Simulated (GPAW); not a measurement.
**Screening of a field by Mg/Mo(100)**

Aim: the dipole that a field along the normal induces in Mg/Mo(100).

Main program and level: GPAW 26.7.0; GPAW, PAW setups; slab in vacuum, relaxation, in the first sound run; inputs show where later runs differ.

## 1. Set-up

The cell holds 6 atoms: 5 Mo and 1 Mg. Cell: a = 3.150 Å, b = 3.150 Å, c = 24.453 Å, α = 90.0°, β = 90.0°, γ = 90.0°. Vacuum lies along c.

## 2. Relaxation

Forces are removed first; all later runs use this geometry. The lowest 3 atoms are held at bulk positions and keep their forces.

File run.py:

```python
import json
import numpy as np
from ase import Atoms
from ase.constraints import FixAtoms
from ase.optimize import BFGS
from gpaw import GPAW, PW

slab = Atoms(
    ['Mo', 'Mo', 'Mo', 'Mo', 'Mo', 'Mg'],
    positions=[
        [0.00000, 0.00000, 8.00000],
        [1.57500, 1.57500, 9.57500],
        [0.00000, 0.00000, 11.15000],
        [1.57500, 1.57500, 12.72500],
        [0.00000, 0.00000, 14.30000],
        [1.57500, 1.57500, 16.45250]],
    cell=[[3.15, 0.0, 0.0], [0.0, 3.15, 0.0], [0.0, 0.0, 24.4525]],
    pbc=[True, True, False])

slab.calc = GPAW(mode=PW(400), xc='PBE', kpts={'size': (10, 10, 1), 'gamma': True},
                 occupations={'name': 'fermi-dirac', 'width': 0.1}, nbands='200%',
                 convergence={'density': 1e-05}, maxiter=200,
                 poissonsolver={'dipolelayer': 'xy'},
                 symmetry={'tolerance': 1e-3, 'extra_ids': [1, 1, 1, 0, 0, 0]}, txt='slab.txt')
result = {}
slab.set_constraint(FixAtoms([0, 1, 2]))
path = []
opt = BFGS(slab, maxstep=0.2)
opt.attach(lambda: path.append((slab.get_potential_energy(), slab.positions.tolist(), slab.get_forces().tolist())))
result['relaxed'] = bool(opt.run(fmax=0.03, steps=40))
result['path'] = path
energy = slab.get_potential_energy()
fermi = slab.calc.get_fermi_level()
v = slab.calc.get_electrostatic_potential().mean((0, 1)) - fermi
n = slab.calc.get_pseudo_density().mean((0, 1))
L = slab.cell[2, 2]
z = np.arange(len(v)) * L / len(v)
low, high = slab.positions[:, 2].min(), slab.positions[:, 2].max()
below, above = np.interp([low - 5.8, high + 5.8], z, v)
slopes = [np.interp(x, z, np.gradient(v, z)) for x in (low - 5.8, high + 5.8)]
eps = np.array([[slab.calc.get_eigenvalues(k, s) for k in range(len(slab.calc.get_ibz_k_points()))]
                for s in range(slab.calc.get_number_of_spins())]) - fermi
top, bottom = eps[eps < 0].max(), eps[eps > 0].min()
dipole = slab.get_dipole_moment()[2]
print(f'energy {energy:.4f} eV, Fermi level {fermi:.4f} eV, dipole {dipole:.5f} e A')
print(f'potential 5.8 A off the faces, from the Fermi level: lower {below:.4f} eV, upper {above:.4f} eV')
print(f'slope of the potential there: lower {slopes[0]:.5f}, upper {slopes[1]:.5f} eV/A')
print(f'nearest levels on the mesh: {top:.4f} and {bottom:.4f} eV')
print('magnetic moment', round(slab.get_magnetic_moment(), 3))
result.update(energy=energy, fermi=fermi, dipole=dipole, below=below, above=above, slopes=slopes, edges=[top, bottom],
              z=z.tolist(), v=v.tolist(), n=n.tolist(), positions=slab.positions.tolist(),
              forces=slab.get_forces(apply_constraint=False).tolist(), moments=slab.get_magnetic_moments().tolist())
json.dump(result, open('result.json', 'w'))
```

On the command line:

```sh
OMP_NUM_THREADS=1 OPENBLAS_NUM_THREADS=1 python run.py
```

What it wrote:

```text
Step          Energy          fmax
BFGS:    0      -54.535719        0.902435
BFGS:    1      -54.555506        0.880541
BFGS:    2      -54.669583        0.660706
BFGS:    3      -54.678801        0.608521
BFGS:    4      -54.712471        0.541559
BFGS:    5      -54.716614        0.508085
BFGS:    6      -54.744668        0.197187
BFGS:    7      -54.751465        0.090129
BFGS:    8      -54.752342        0.007343
energy -54.6437 eV, Fermi level 2.5976 eV, dipole 0.05055 e A
potential 5.8 A off the faces, from the Fermi level: lower 3.9951 eV, upper 3.0744 eV
slope of the potential there: lower -0.00049, upper 0.00027 eV/A
nearest levels on the mesh: -0.0029 and 0.0192 eV
magnetic moment 0.0
```

Run time: 30 min. Hardware: 1 thread of Arm Neoverse V2, shared host; peak memory 0.33 GiB.

Relaxation path:

| step | energy less that of the first step (eV) | largest force (eV/Å) |
| --- | --- | --- |
| 1 | 0.0000 | 0.9024 |
| 2 | -0.0200 | 0.8805 |
| 3 | -0.1334 | 0.6607 |
| 4 | -0.1428 | 0.6085 |
| 5 | -0.1777 | 0.5416 |
| 6 | -0.1820 | 0.5081 |
| 7 | -0.2104 | 0.1972 |
| 8 | -0.2167 | 0.0901 |
| 9 | -0.2174 | 0.0073 |

The atoms that moved most (Å):

```csv
atom,dx,dy,dz,length
Mg6,0.000,0.000,-0.400,0.400
Mo5,0.000,0.000,-0.062,0.062
Mo4,0.000,0.000,0.024,0.024
```

The relaxed structure:

```xyz
6
Lattice="3.1500 0.0000 0.0000 0.0000 3.1500 0.0000 0.0000 0.0000 24.4525" Properties=species:S:1:pos:R:3
Mo    0.0000    0.0000    8.0000
Mo    1.5750    1.5750    9.5750
Mo    0.0000    0.0000   11.1500
Mo    1.5750    1.5750   12.7486
Mo    0.0000    0.0000   14.2384
Mg    1.5750    1.5750   16.0521
```

Numbers from this step:

| Item | Value |
| --- | --- |
| dipole along the normal | 0.05055 e·Å |
| levels nearest the Fermi level on the mesh | -0.002948, 0.01920 eV from the Fermi level |
| upper work function | 3.074 eV |
| lower work function | 3.995 eV |

The electrostatic potential energy of an electron (without an applied field's), less the Fermi level, planar mean oscillates, so the rows of the table below give means over windows of 1.58 Å about each position, cut where the curve ends. Its maxima inside the range that stand out by 2 % of the span (Å: eV): 8.8: -7.43, 10.4: -7.92, 11.9: -7.53, 13.4: -8.93, 15.3: -2.56. Its minima: 8.0: -19.0, 9.6: -19.7, 11.1: -19.7, 12.7: -19.6, 14.3: -19.2, 16.1: -7.95.

Table of electrostatic potential energy of an electron (without an applied field's), less the Fermi level, planar mean by z; means over each step:

z (Å), electrostatic potential energy of an electron (without an applied field's), less the Fermi level, planar mean (eV) and a bar from the least value:
```
     0.79        3.9 ##############################
     2.37        4.0 ##############################
     3.95        4.0 ##############################
     5.53        3.7 ##############################
     7.11       -3.9 #################
     8.69      -13.1 ##
    10.27      -13.6 #
    11.85      -13.2 ##
    13.43      -14.3 
    15.01       -7.9 ##########
    16.59       -3.3 ##################
    18.17        2.7 ############################
    19.75        3.1 ############################
    21.33        3.1 ############################
    22.91        3.1 ############################
```

Table of pseudo valence density, planar mean by z:

z (Å), pseudo valence density, planar mean (e/Å³) and a bar:
```
      3.5       0.00 
      4.0       0.00 
      4.5       0.00 
      5.0       0.00 
      5.5       0.00 
      6.0       0.01 
      6.5       0.04 #
      7.0       0.13 ###
      7.5       0.55 ############
      8.0       1.39 ##############################
      8.5       0.67 ##############
      9.0       0.59 #############
      9.5       1.37 ##############################
     10.0       0.77 #################
     10.5       0.54 ############
     11.0       1.32 #############################
     11.5       0.92 ####################
     12.0       0.48 ##########
     12.5       1.11 ########################
     13.0       1.12 ########################
     13.5       0.56 ############
     14.0       1.15 #########################
     14.5       1.07 #######################
     15.0       0.32 #######
     15.5       0.27 ######
     16.0       1.28 ############################
     16.5       0.32 #######
     17.0       0.05 #
     17.5       0.02 #
     18.0       0.01 
     18.5       0.00 
     19.0       0.00 
     19.5       0.00 
     20.0       0.00
```

The relaxation lowered the energy of the cell by 0.217 eV (energies extrapolated to zero smearing; the optimiser's log prints free energies). The largest force left on a free atom is 0.0073 eV/Å.

## 3. Plane waves, PBE

With the geometry fixed, the planar mean of the potential gives the vacuum level on each side.

This step: GPAW, PAW setups; slab in vacuum (GPAW 26.7.0).

Changes to run.py since step 2:

```diff
@@ -3,4 +3,2 @@
 from ase import Atoms
-from ase.constraints import FixAtoms
-from ase.optimize import BFGS
 from gpaw import GPAW, PW
@@ -13,5 +11,5 @@
         [0.00000, 0.00000, 11.15000],
-        [1.57500, 1.57500, 12.72500],
-        [0.00000, 0.00000, 14.30000],
-        [1.57500, 1.57500, 16.45250]],
+        [1.57500, 1.57500, 12.74860],
+        [-0.00000, -0.00000, 14.23843],
+        [1.57500, 1.57500, 16.05207]],
     cell=[[3.15, 0.0, 0.0], [0.0, 3.15, 0.0], [0.0, 0.0, 24.4525]],
@@ -23,10 +21,4 @@
                  poissonsolver={'dipolelayer': 'xy'},
-                 symmetry={'tolerance': 1e-3, 'extra_ids': [1, 1, 1, 0, 0, 0]}, txt='slab.txt')
+                 symmetry={'tolerance': 1e-3}, txt='slab.txt')
 result = {}
-slab.set_constraint(FixAtoms([0, 1, 2]))
-path = []
-opt = BFGS(slab, maxstep=0.2)
-opt.attach(lambda: path.append((slab.get_potential_energy(), slab.positions.tolist(), slab.get_forces().tolist())))
-result['relaxed'] = bool(opt.run(fmax=0.03, steps=40))
-result['path'] = path
 energy = slab.get_potential_energy()
```

What it wrote:

```text
energy -54.6437 eV, Fermi level 2.5977 eV, dipole 0.05058 e A
potential 5.8 A off the faces, from the Fermi level: lower 3.9952 eV, upper 3.0741 eV
slope of the potential there: lower -0.00050, upper 0.00027 eV/A
nearest levels on the mesh: -0.0031 and 0.0191 eV
magnetic moment 0.0
```

Wall time 3.6 min (1 thread); peak memory 0.32 GiB.

This step gave:

| Item | Value |
| --- | --- |
| dipole along the normal | 0.05058 e·Å |
| levels nearest the Fermi level on the mesh | -0.003053, 0.01915 eV from the Fermi level |

The electrostatic potential energy of an electron (without an applied field's), less the Fermi level, planar mean oscillates, so the rows of the table below give means over windows of 1.58 Å about each position, cut where the curve ends. Its maxima inside the range that stand out by 2 % of the span (Å: eV): 8.8: -7.43, 10.4: -7.92, 11.9: -7.53, 13.4: -8.93, 15.3: -2.56. Its minima: 8.0: -19.0, 9.6: -19.7, 11.1: -19.7, 12.7: -19.6, 14.3: -19.2, 16.1: -7.95.

The electrostatic potential energy of an electron (without an applied field's), less the Fermi level, planar mean by z; means over each step:

```csv
z (Å),"electrostatic potential energy of an electron (without an applied field's), less the Fermi level, planar mean (eV)"
0.79,3.94
2.37,4.00
3.95,3.99
5.53,3.73
7.11,-3.90
8.69,-13.1
10.27,-13.5
11.85,-13.2
13.43,-14.3
15.01,-7.91
16.59,-3.28
18.17,2.68
19.75,3.06
21.33,3.07
22.91,3.07
```

The pseudo valence density, planar mean oscillates, so the rows of the table below give means over windows of 1 Å about each position, cut where the curve ends. Its maxima inside the range that stand out by 2 % of the span (Å: e/Å³): 7.9: 1.42, 9.6: 1.46, 11.2: 1.44, 12.8: 1.42, 14.3: 1.45, 16.1: 1.39. Its minima: 8.8: 0.492, 10.4: 0.484, 12.0: 0.477, 13.4: 0.548, 15.3: 0.211.

Table of pseudo valence density, planar mean by z; means over each step:

```csv
z (Å),"pseudo valence density, planar mean (e/Å³)"
3,2.3e-5
4,2.0e-4
5,0.00171
6,0.0149
7,0.183
8,1.05
9,0.773
10,0.876
11,1.05
12,0.677
13,1.03
14,1.02
15,0.438
16,0.856
17,0.0868
18,0.0108
19,0.00137
20,1.5e-4
21,1.6e-5
```

Force by atom:

```
atom  x (eV/Å)  y (eV/Å)  z (eV/Å)  size
 Mo1      0.00      0.00      1.13  1.13
 Mo2      0.00      0.00     -0.95  0.95
 Mo3      0.00      0.00     -0.18  0.18
 Mo4      0.00      0.00      0.00  0.00
 Mo5      0.00      0.00      0.01  0.01
 Mg6      0.00      0.00      0.00  0.00
```

The potential is flat to 5.0e-4 eV/Å where it is read, so the vacuum is wide enough.

## 4. Field on

A uniform field along the normal polarises the slab; the atoms stay fixed, so this is the electronic response alone.

Changes to run.py since step 3:

```diff
@@ -4,2 +4,3 @@
 from gpaw import GPAW, PW
+from gpaw.external import ConstantElectricField
 
@@ -21,2 +22,3 @@
                  poissonsolver={'dipolelayer': 'xy'},
+                 external=ConstantElectricField(-0.2, [0, 0, 1]),
                  symmetry={'tolerance': 1e-3}, txt='slab.txt')
```

What it wrote:

```text
energy -54.6467 eV, Fermi level 2.6329 eV, dipole -0.08211 e A
potential 5.8 A off the faces, from the Fermi level: lower 2.7196 eV, upper 4.2170 eV
slope of the potential there: lower 0.00005, upper 0.00037 eV/A
nearest levels on the mesh: -0.0069 and 0.0168 eV
magnetic moment 0.0
```

The job ended after 8.8 min (1 thread; peak memory 0.58 GiB).

Numbers from this step:

```yaml
dipole_along_the_normal: -0.08211 e·Å
levels_nearest_the_fermi_level_on_the_mesh: -0.006933, 0.01677 eV from the Fermi level
potential_below_the_slab_the_applied_field_s_own_ramp_left_out: 2.720 eV from the Fermi level
potential_above_the_slab_the_applied_field_s_own_ramp_left_out: 4.217 eV from the Fermi level
```

The electrostatic potential energy of an electron (without an applied field's), less the Fermi level, planar mean oscillates, so the rows of the table below give means over windows of 1.58 Å about each position, cut where the curve ends. Its maxima inside the range that stand out by 2 % of the span (Å: eV): 8.8: -8.12, 10.4: -8.29, 11.9: -7.60, 13.4: -8.69, 15.3: -1.95, 23.3: 4.22. Its minima: 8.0: -19.9, 9.6: -20.2, 11.1: -19.9, 12.7: -19.5, 14.3: -18.7, 16.1: -7.18.

The electrostatic potential energy of an electron (without an applied field's), less the Fermi level, planar mean by z; means over each step:

z (Å), electrostatic potential energy of an electron (without an applied field's), less the Fermi level, planar mean (eV) and a bar from the least value:
```
     0.79        2.8 ############################
     2.37        2.7 ############################
     3.95        2.7 ############################
     5.53        2.5 ###########################
     7.11       -4.9 ###############
     8.69      -13.8 
    10.27      -13.9 
    11.85      -13.3 #
    13.43      -14.1 
    15.01       -7.4 ###########
    16.59       -2.4 ###################
    18.17        3.8 #############################
    19.75        4.2 ##############################
    21.33        4.2 ##############################
    22.91        4.2 ##############################
```

Force by atom:

```
atom  x (eV/Å)  y (eV/Å)  z (eV/Å)  size
 Mo1      0.00      0.00      1.13  1.13
 Mo2      0.00      0.00     -0.96  0.96
 Mo3      0.00      0.00     -0.18  0.18
 Mo4      0.00      0.00      0.01  0.01
 Mo5      0.00      0.00      0.00  0.00
 Mg6      0.00      0.00      0.00  0.00
```

The dipole is now -0.0821 e Å, against 0.051 in the run without a field.

## 5. Field on

Changes to run.py since step 4:

```diff
@@ -22,3 +22,3 @@
                  poissonsolver={'dipolelayer': 'xy'},
-                 external=ConstantElectricField(-0.2, [0, 0, 1]),
+                 external=ConstantElectricField(-0.1, [0, 0, 1]),
                  symmetry={'tolerance': 1e-3}, txt='slab.txt')
```

What it wrote:

```text
energy -54.6419 eV, Fermi level 2.6164 eV, dipole -0.01578 e A
potential 5.8 A off the faces, from the Fermi level: lower 3.3553 eV, upper 3.6429 eV
slope of the potential there: lower -0.00021, upper 0.00030 eV/A
nearest levels on the mesh: -0.0050 and 0.0180 eV
magnetic moment 0.0
```

Run time: 8.4 min. Hardware: 1 thread; peak memory 0.58 GiB.

This step gave:

* dipole along the normal: -0.01578 e·Å
* levels nearest the Fermi level on the mesh: -0.004969, 0.01796 eV from the Fermi level
* potential below the slab, the applied field's own ramp left out: 3.355 eV from the Fermi level
* potential above the slab, the applied field's own ramp left out: 3.643 eV from the Fermi level

The electrostatic potential energy of an electron (without an applied field's), less the Fermi level, planar mean oscillates, so the rows of the table below give means over windows of 1.58 Å about each position, cut where the curve ends. Its maxima inside the range that stand out by 2 % of the span (Å: eV): 8.8: -7.77, 10.4: -8.11, 11.9: -7.56, 13.4: -8.81, 15.3: -2.26. Its minima: 8.0: -19.5, 9.6: -19.9, 11.1: -19.8, 12.7: -19.6, 14.3: -18.9, 16.1: -7.57.

Table of electrostatic potential energy of an electron (without an applied field's), less the Fermi level, planar mean by z; means over each step:

| z (Å) | electrostatic potential energy of an electron (without an applied field's), less the Fermi level, planar mean (eV) |
| --- | --- |
| 0.79 | 3.37 |
| 2.37 | 3.36 |
| 3.95 | 3.35 |
| 5.53 | 3.11 |
| 7.11 | -4.42 |
| 8.69 | -13.5 |
| 10.27 | -13.7 |
| 11.85 | -13.2 |
| 13.43 | -14.2 |
| 15.01 | -7.63 |
| 16.59 | -2.84 |
| 18.17 | 3.23 |
| 19.75 | 3.63 |
| 21.33 | 3.64 |
| 22.91 | 3.64 |

Force by atom:

```
atom  x (eV/Å)  y (eV/Å)  z (eV/Å)  size
 Mo1      0.00      0.00      1.13  1.13
 Mo2      0.00      0.00     -0.96  0.96
 Mo3      0.00      0.00     -0.18  0.18
 Mo4      0.00      0.00      0.00  0.00
 Mo5      0.00      0.00      0.01  0.01
 Mg6      0.00      0.00      0.00  0.00
```

The dipole is now -0.0158 e Å, against 0.051 in the run without a field.

## 6. In a field

Changes to run.py since step 5:

```diff
@@ -22,3 +22,3 @@
                  poissonsolver={'dipolelayer': 'xy'},
-                 external=ConstantElectricField(-0.1, [0, 0, 1]),
+                 external=ConstantElectricField(-0.05, [0, 0, 1]),
                  symmetry={'tolerance': 1e-3}, txt='slab.txt')
```

What it wrote:

```text
energy -54.6420 eV, Fermi level 2.6073 eV, dipole 0.01734 e A
potential 5.8 A off the faces, from the Fermi level: lower 3.6746 eV, upper 3.3582 eV
slope of the potential there: lower -0.00035, upper 0.00028 eV/A
nearest levels on the mesh: -0.0039 and 0.0186 eV
magnetic moment 0.0
```

It took 8.1 min on 1 thread; peak memory 0.58 GiB.

The electrostatic potential energy of an electron (without an applied field's), less the Fermi level, planar mean oscillates, so the rows of the table below give means over windows of 1.58 Å about each position, cut where the curve ends. Its maxima inside the range that stand out by 2 % of the span (Å: eV): 8.8: -7.60, 10.4: -8.02, 11.9: -7.55, 13.4: -8.87, 15.3: -2.41. Its minima: 8.0: -19.3, 9.6: -19.8, 11.1: -19.7, 12.7: -19.6, 14.3: -19.0, 16.1: -7.76.

The electrostatic potential energy of an electron (without an applied field's), less the Fermi level, planar mean by z; means over each step:

z (Å), electrostatic potential energy of an electron (without an applied field's), less the Fermi level, planar mean (eV) and a bar from the least value:
```
     0.79        3.7 ##############################
     2.37        3.7 ##############################
     3.95        3.7 ##############################
     5.53        3.4 ##############################
     7.11       -4.2 #################
     8.69      -13.3 ##
    10.27      -13.6 #
    11.85      -13.2 ##
    13.43      -14.2 
    15.01       -7.8 ###########
    16.59       -3.1 ###################
    18.17        3.0 #############################
    19.75        3.3 #############################
    21.33        3.4 #############################
    22.91        3.4 #############################
```

(Part 1 of 2 ends here.)

[Logs are printed without paths, hosts, clocks, repeated set-up lines and the standing remarks that a program may print on its own settings, such as how far it seeks lower states.]

[Hosts, paths, dates, database ids (printed as entryN), source tags and the programs' standing remarks are cut or masked in the printed files.]
